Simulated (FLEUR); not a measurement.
## Collinear magnetic orders of GdZn with FLEUR

Aim: find out whether GdZn carries moments, and which collinear order costs least.

Program: FLEUR MaX-R8.1. Level of theory: PBEsol with U = 6 eV on Gd f; all-electron FLAPW, Dirac cores, scalar-relativistic bands. Results are calculated unless marked as measured.

Most raw output is cut from this account.

The database entry behind the starting cell differs from later determinations by our own check (about 0.4 % long), so it need not match the best structure at ambient conditions.

## Step 1: The starting structure

It takes space group Pm-3m (No. 221, cubic). The conventional cell has a = 3.618 Å, b = 3.618 Å, c = 3.618 Å, α = 90.00°, β = 90.00°, γ = 90.00°. Nearest to Gd lie 8 Zn at 3.13 Å. Zn has 8 Gd at 3.13 Å nearest. Farther neighbours are not listed.

Coordinates:

```xyz
2
Lattice="3.6180 0.0000 0.0000 0.0000 3.6180 0.0000 0.0000 0.0000 3.6180" Properties=species:S:1:pos:R:3 pbc="T T T"
Gd    0.0000    0.0000    0.0000
Zn    1.8090    1.8090    1.8090
```

## Step 2: Start 1: ferro +

The parallel start comes first: it shows whether parallel moments hold. A Hubbard U acts on the open shell, since semilocal functionals spread its electrons too much.

The file n_mmp_mat seeds the f occupations with whole cubic orbitals by Hund's first rule, so that the U acts from the first pass. inpgen writes inp.xml from crystal.txt; cutoffs, mixing, functional, smearing and local orbitals are then set in the file. The k list default-1 (kpts.xml, not shown) is a Γ-centred 8×8×8 mesh; where the ranks do not divide the number of points, some are split in two of half the weight.

File inp.xml:

```
<?xml version="1.0" encoding="UTF-8" standalone="no"?>
<fleurInput fleurInputVersion="0.39">
   <comment>
      GdZn
   </comment>
   <calculationSetup>
      <cutoffs Kmax="3.6" Gmax="10.8" GmaxXC="10.8" numbands="0"/>
      <scfLoop itmax="130" minDistance="0.0001" maxIterBroyd="15" imix="Anderson" alpha="0.05" precondParam="0.0" spinf="2.0" sdNocoIR="T"/>
      <coreElectrons ctail="T" frcor="F" kcrel="0" coretail_lmax="0"/>
      <xcFunctional name="PBEs" relativisticCorrections="F"/>
      <magnetism jspins="2"/>
      <soc l_soc="F" theta="0.0" phi="0.0" spav="F"/>
      <expertModes spex="0" secvar="F"/>
      <geometryOptimization l_f="F" forcealpha="1.0" forcemix="BFGS" epsdisp="0.00001" epsforce="0.00001"/>
      <ldaU l_linMix="F" mixParam="0.05" spinf="1.0"/>
   </calculationSetup>
   <cell>
      <bzIntegration valenceElectrons="30.0" mode="hist" fermiSmearingEnergy="0.00183747">
         <kPointListSelection listName="default-1"/>
         <xi:include xmlns:xi="http://www.w3.org/2001/XInclude" href="kpts.xml"> </xi:include>
      </bzIntegration>
      <xi:include xmlns:xi="http://www.w3.org/2001/XInclude" href="sym.xml"> </xi:include>
      <bulkLattice scale="1.0">
         <bravaisMatrix>
            <row-1>    6.8370291188027990     0.0000000000000000     0.0000000000000000</row-1>
            <row-2>    0.0000000000000000     6.8370291188027990     0.0000000000000000</row-2>
            <row-3>    0.0000000000000000     0.0000000000000000     6.8370291188027990</row-3>
         </bravaisMatrix>
      </bulkLattice>
   </cell>
   <atomSpecies>
      <species name="Gadolinium7.000" element="Gd" atomicNumber="64">
         <mtSphere radius="2.8" gridPoints="925" logIncrement="0.014"/>
         <atomicCutoffs lmax="10" lnonsphr="8"/>
         <electronConfig flipSpins="F">
            <coreConfig>(1s1/2) (2s1/2) (2p1/2) (2p3/2) (3s1/2) (3p1/2) (3p3/2) (4s1/2) (3d3/2) (3d5/2) (4p1/2) (4p3/2) (4d3/2) (4d5/2)</coreConfig>
            <valenceConfig>(5s1/2) (5p1/2) (5p3/2) (6s1/2) (4f5/2) (4f7/2) (5d3/2) (5d5/2)</valenceConfig>
            <stateOccupation state="(4f5/2)" spinUp="2.5" spinDown="0.5"/>
            <stateOccupation state="(4f7/2)" spinUp="4.0" spinDown="0.0"/>
            <stateOccupation state="(5d3/2)" spinUp="0.4" spinDown="0.0"/>
            <stateOccupation state="(5d5/2)" spinUp="0.6" spinDown="0.0"/>
         </electronConfig>
         <energyParameters s="6" p="6" d="5" f="4"/>
         <ldaU l="3" U="6.0" J="0.0" l_amf="F"/>
         <lo type="SCLO" l="0" n="5" eDeriv="0"/>
         <lo type="SCLO" l="1" n="5" eDeriv="0"/>
      </species>
      <species name="Zinc (Zn)" element="Zn" atomicNumber="30">
         <mtSphere radius="2.8" gridPoints="925" logIncrement="0.014"/>
         <atomicCutoffs lmax="10" lnonsphr="8"/>
         <electronConfig flipSpins="F">
            <coreConfig>(1s1/2) (2s1/2) (2p1/2) (2p3/2) (3s1/2) (3p1/2) (3p3/2)</coreConfig>
            <valenceConfig>(4s1/2) (3d3/2) (3d5/2)</valenceConfig>
         </electronConfig>
         <energyParameters s="4" p="4" d="3" f="4"/>
      </species>
   </atomSpecies>
   <atomGroups>
      <atomGroup species="Gadolinium7.000">
         <relPos label="                   1">.0000000000 .0000000000 .0000000000</relPos>
         <force calculate="T" relaxXYZ="TTT"/>
      </atomGroup>
      <atomGroup species="Zinc (Zn)">
         <relPos label="                   2">1.000/2.000 1.000/2.000 1.000/2.000</relPos>
         <force calculate="T" relaxXYZ="TTT"/>
      </atomGroup>
   </atomGroups>
   <output dos="F" band="F" slice="F">
      <bandDOS minEnergy="-.5*Htr" maxEnergy="0.5*Htr" sigma="0.015" storeEVData="T"/>
      <plotting iplot="0" polar="F">
         <plot TwoD="T" vec1="  1.0  0.0  0.0" vec2="  0.0  1.0  0.0" vec3="  0.0  0.0  1.0" zero="  0.0  0.0  0.0" file="plot"/>
      </plotting>
      <moessbauerParams electricFieldGradient="F" isomerShift="F" coreHyperfine="F" valenceHyperfine="F"/>
   </output>
</fleurInput>
```

File crystal.txt:

```
GdZn
&input film=F cartesian=F /
3.61800000000  0.00000000000  0.00000000000
0.00000000000  3.61800000000  0.00000000000
0.00000000000  0.00000000000  3.61800000000
1.8897261246
1.0 1.0 1.0

2
64 0.00000000000  0.00000000000  0.00000000000 : 7.000
30 0.50000000000  0.50000000000  0.50000000000

&kpt div1=8 div2=8 div3=8 gamma=T /
```

On the command line:

```console
OMP_NUM_THREADS=1 inpgen -f crystal.txt > inpgen.log  # inp.xml is then edited as shown
OMP_NUM_THREADS=1 mpirun -n 4 fleur_MPI > fleur.log
```

Run time: 17 s. Hardware: 4 MPI ranks of Intel Xeon Platinum 8488C (Sapphire Rapids), shared host; peak memory 0.27 GiB; 68 s of CPU time.

This step gave:

- free energy: -355692.5678 eV
- program's band gap on this mesh (in a metal only a level spacing): 0.01345 eV
- magnetization: 7.681 μB
- final state: ferromagnetic
- largest moment: 7.316 μB

After 17 cycles the largest moment stands at 7.32 μB.

## Step 3: Order 2, typed as antiferro q=(1/2,1/2,1/2) +-

Another pattern of signs weighs the neighbour shells otherwise.

The cell is doubled to 4 atoms to hold this order. The mesh is halved along the doubled vector, so that both cells sample the same points. The k list default-1 (kpts.xml, not shown) is a Γ-centred 4×8×8 mesh.

Edit inp.xml of step 2 so:

```diff
@@ -17,3 +17,3 @@
    <cell>
-      <bzIntegration valenceElectrons="30.0" mode="hist" fermiSmearingEnergy="0.00183747">
+      <bzIntegration valenceElectrons="60.0" mode="hist" fermiSmearingEnergy="0.00183747">
          <kPointListSelection listName="default-1"/>
@@ -24,5 +24,5 @@
          <bravaisMatrix>
-            <row-1>    6.8370291188027990     0.0000000000000000     0.0000000000000000</row-1>
-            <row-2>    0.0000000000000000     6.8370291188027990     0.0000000000000000</row-2>
-            <row-3>    0.0000000000000000     0.0000000000000000     6.8370291188027990</row-3>
+            <row-1>   13.6740582376055979     0.0000000000000000     0.0000000000000000</row-1>
+            <row-2>    6.8370291188027990     6.8370291188027990     0.0000000000000000</row-2>
+            <row-3>    6.8370291188027990     0.0000000000000000     6.8370291188027990</row-3>
          </bravaisMatrix>
@@ -41,2 +41,18 @@
             <stateOccupation state="(5d5/2)" spinUp="0.6" spinDown="0.0"/>
+         </electronConfig>
+         <energyParameters s="6" p="6" d="5" f="4"/>
+         <ldaU l="3" U="6.0" J="0.0" l_amf="F"/>
+         <lo type="SCLO" l="0" n="5" eDeriv="0"/>
+         <lo type="SCLO" l="1" n="5" eDeriv="0"/>
+      </species>
+      <species name="Gadolinium-7.000" element="Gd" atomicNumber="64">
+         <mtSphere radius="2.8" gridPoints="925" logIncrement="0.014"/>
+         <atomicCutoffs lmax="10" lnonsphr="8"/>
+         <electronConfig flipSpins="F">
+            <coreConfig>(1s1/2) (2s1/2) (2p1/2) (2p3/2) (3s1/2) (3p1/2) (3p3/2) (4s1/2) (3d3/2) (3d5/2) (4p1/2) (4p3/2) (4d3/2) (4d5/2)</coreConfig>
+            <valenceConfig>(5s1/2) (5p1/2) (5p3/2) (6s1/2) (4f5/2) (4f7/2) (5d3/2) (5d5/2)</valenceConfig>
+            <stateOccupation state="(4f5/2)" spinUp="0.5" spinDown="2.5"/>
+            <stateOccupation state="(4f7/2)" spinUp="0.0" spinDown="4.0"/>
+            <stateOccupation state="(5d3/2)" spinUp="0.0" spinDown="0.4"/>
+            <stateOccupation state="(5d5/2)" spinUp="0.0" spinDown="0.6"/>
          </electronConfig>
@@ -62,4 +78,9 @@
       </atomGroup>
+      <atomGroup species="Gadolinium-7.000">
+         <relPos label="                   2">1.000/2.000 .0000000000 .0000000000</relPos>
+         <force calculate="T" relaxXYZ="TTT"/>
+      </atomGroup>
       <atomGroup species="Zinc (Zn)">
-         <relPos label="                   2">1.000/2.000 1.000/2.000 1.000/2.000</relPos>
+         <relPos label="                   3">-1.000/4.000 1.000/2.000 1.000/2.000</relPos>
+         <relPos label="                   4">1.000/4.000 1.000/2.000 1.000/2.000</relPos>
          <force calculate="T" relaxXYZ="TTT"/>
```

File crystal.txt:

```
GdZn
&input film=F cartesian=F /
7.23600000000  0.00000000000  0.00000000000
3.61800000000  3.61800000000  0.00000000000
3.61800000000  0.00000000000  3.61800000000
1.8897261246
1.0 1.0 1.0

4
64 0.00000000000  0.00000000000  0.00000000000 : 7.000
64 0.50000000000  0.00000000000  0.00000000000 : -7.000
30 0.75000000000  0.50000000000  0.50000000000
30 0.25000000000  0.50000000000  0.50000000000

&kpt div1=4 div2=8 div3=8 gamma=T /
```

Wall time 58 s (4 MPI ranks); peak memory 0.38 GiB; 3.9 min of CPU time.

Spin moment in the muffin-tin sphere by atom:

```tsv
atom	spin moment in the muffin-tin sphere (μB)
Gd1	7.17
Gd2	-7.17
Zn3	0.00
Zn4	0.00
```

Read from the output:

```yaml
free_energy: -711384.9919 eV
program_s_band_gap_on_this_mesh_in_a_metal_only_a_level_spacing: 5.33e-7 eV
magnetization: 0 μB
final_state: antiferromagnetic
```

It lies 71.8 meV a seeded atom over the first start, and its largest moment is 7.17 μB against 7.32 μB.

## Step 4: Order 3, typed as antiferro q=(0,1/2,1/2) +-

The cell is doubled to 4 atoms to hold this order. The mesh is halved along the doubled vector, so that both cells sample the same points. The k list default-1 (kpts.xml, not shown) is a Γ-centred 8×4×8 mesh.

Edit inp.xml of step 3 so:

```diff
@@ -24,5 +24,5 @@
          <bravaisMatrix>
-            <row-1>   13.6740582376055979     0.0000000000000000     0.0000000000000000</row-1>
-            <row-2>    6.8370291188027990     6.8370291188027990     0.0000000000000000</row-2>
-            <row-3>    6.8370291188027990     0.0000000000000000     6.8370291188027990</row-3>
+            <row-1>    6.8370291188027990     0.0000000000000000     0.0000000000000000</row-1>
+            <row-2>    0.0000000000000000    13.6740582376055979     0.0000000000000000</row-2>
+            <row-3>    0.0000000000000000     6.8370291188027990     6.8370291188027990</row-3>
          </bravaisMatrix>
@@ -79,3 +79,3 @@
       <atomGroup species="Gadolinium-7.000">
-         <relPos label="                   2">1.000/2.000 .0000000000 .0000000000</relPos>
+         <relPos label="                   2">.0000000000 1.000/2.000 .0000000000</relPos>
          <force calculate="T" relaxXYZ="TTT"/>
@@ -83,4 +83,4 @@
       <atomGroup species="Zinc (Zn)">
-         <relPos label="                   3">-1.000/4.000 1.000/2.000 1.000/2.000</relPos>
-         <relPos label="                   4">1.000/4.000 1.000/2.000 1.000/2.000</relPos>
+         <relPos label="                   3">1.000/2.000 .0000000000 1.000/2.000</relPos>
+         <relPos label="                   4">1.000/2.000 1.000/2.000 1.000/2.000</relPos>
          <force calculate="T" relaxXYZ="TTT"/>
```

File crystal.txt:

```
GdZn
&input film=F cartesian=F /
3.61800000000  0.00000000000  0.00000000000
0.00000000000  7.23600000000  0.00000000000
0.00000000000  3.61800000000  3.61800000000
1.8897261246
1.0 1.0 1.0

4
64 0.00000000000  0.00000000000  0.00000000000 : 7.000
64 0.00000000000  0.50000000000  0.00000000000 : -7.000
30 0.50000000000  0.00000000000  0.50000000000
30 0.50000000000  0.50000000000  0.50000000000

&kpt div1=8 div2=4 div3=8 gamma=T /
```

It took 96 s on 4 MPI ranks; peak memory 0.43 GiB; 6.4 min of CPU time.

Spin moment in the muffin-tin sphere by atom:

```tsv
atom	spin moment in the muffin-tin sphere (μB)
Gd1	7.24
Gd2	-7.24
Zn3	0.00
Zn4	0.00
```

Read from the output:

- free energy: -711385.0270 eV
- magnetization: 0 μB
- final state: antiferromagnetic

It lies 54.3 meV a seeded atom over the first start, and its largest moment is 7.24 μB against 7.32 μB.

## Step 5: Ranking

Free energies are divided by the number of seeded atoms, so that cells of unlike size compare. Wavevectors q in the names are fractions of the primitive cell's reciprocal vectors.

Orders:

```tsv
start	final state	typed order kept	energy over the lowest (meV a seeded atom)	largest sphere moment (μB)	net moment (μB a primitive cell)	mesh matched	CPU time (s)
ferro +	ferromagnetic	yes	0	7.316	7.681	yes	68.05
antiferro q=(1/2,1/2,1/2) +-	antiferromagnetic	yes	71.82	7.171	0	yes	232.7
antiferro q=(0,1/2,1/2) +-	antiferromagnetic	yes	54.28	7.235	0	yes	383
```

## Step 6: Spin–orbit coupling, moments along [001]

Spin–orbit coupling ties the spins to the lattice and lets orbital moments form.

A new self-consistent run of the start ferro +, with the moments along z. Here n_mmp_mat seeds f states of whole m by Hund's three rules. The k list default-1 (kpts.xml, not shown) is a Γ-centred 8×8×8 mesh.

Edit inp.xml of step 2 so:

```diff
@@ -6,3 +6,3 @@
    <calculationSetup>
-      <cutoffs Kmax="3.6" Gmax="10.8" GmaxXC="10.8" numbands="0"/>
+      <cutoffs Kmax="3.6" Gmax="10.8" GmaxXC="10.8" numbands="70"/>
       <scfLoop itmax="130" minDistance="0.0001" maxIterBroyd="15" imix="Anderson" alpha="0.05" precondParam="0.0" spinf="2.0" sdNocoIR="T"/>
@@ -11,3 +11,3 @@
       <magnetism jspins="2"/>
-      <soc l_soc="F" theta="0.0" phi="0.0" spav="F"/>
+      <soc l_soc="T" theta="0.0" phi="0.0" spav="F"/>
       <expertModes spex="0" secvar="F"/>
```

Edit crystal.txt of step 2 so:

```diff
@@ -12,2 +12,3 @@
 
+&soc 0.0000000 0.0000000 /
 &kpt div1=8 div2=8 div3=8 gamma=T /
```

The job ended after 67 s (4 MPI ranks; peak memory 0.42 GiB).

This step gave:

- free energy: -355692.9351 eV
- program's band gap on this mesh (in a metal only a level spacing): 0 eV
- magnetization: 7.676 μB
- final state: ferromagnetic
- largest moment: 7.310 μB
- orbital moment along the spin: -0.02241 μB

Orbital moment in the sphere, along the spin axis by atom:

```tsv
atom	orbital moment in the sphere, along the spin axis (μB)
Gd1	-0.0224
Zn2	0.0000
```

## Step 7: What came out

- lowest state found: ferromagnetic (typed ferro +)
- largest site spin moment: 7.32 μB
- next finished state: antiferromagnetic, 54.3 meV a seeded atom higher
- orbital moment on the atom of largest spin, along its spin (spin–orbit run): -0.0224 μB
- spin plus orbital moment: Gd 7.29 μB

In words: The lowest state found is ferromagnetic, reached from the start ferro +, with moments up to 7.32 μB. The next finished state costs 54 meV a seeded atom. The shell is near half filling, where Hund's rules give no orbital moment. This is the lowest of 3 finished starts, no proof of the ground state. The f shell is half filled, so the spin-only picture is fair.

[Logs and program files are shortened in this print: banners, set-up blocks, solver, clock and traceback lines can be left out without a mark of their own.]

[Logs are printed without paths, hosts, clocks, repeated set-up lines and the standing remarks that a program may print on its own settings, such as how far it seeks lower states.]

[Hosts, paths, dates, database ids (printed as entryN), source tags and the programs' standing remarks are cut or masked in the printed files.]

[Where a cell is said to come from a database of computed structures, the database is the Materials Project.]
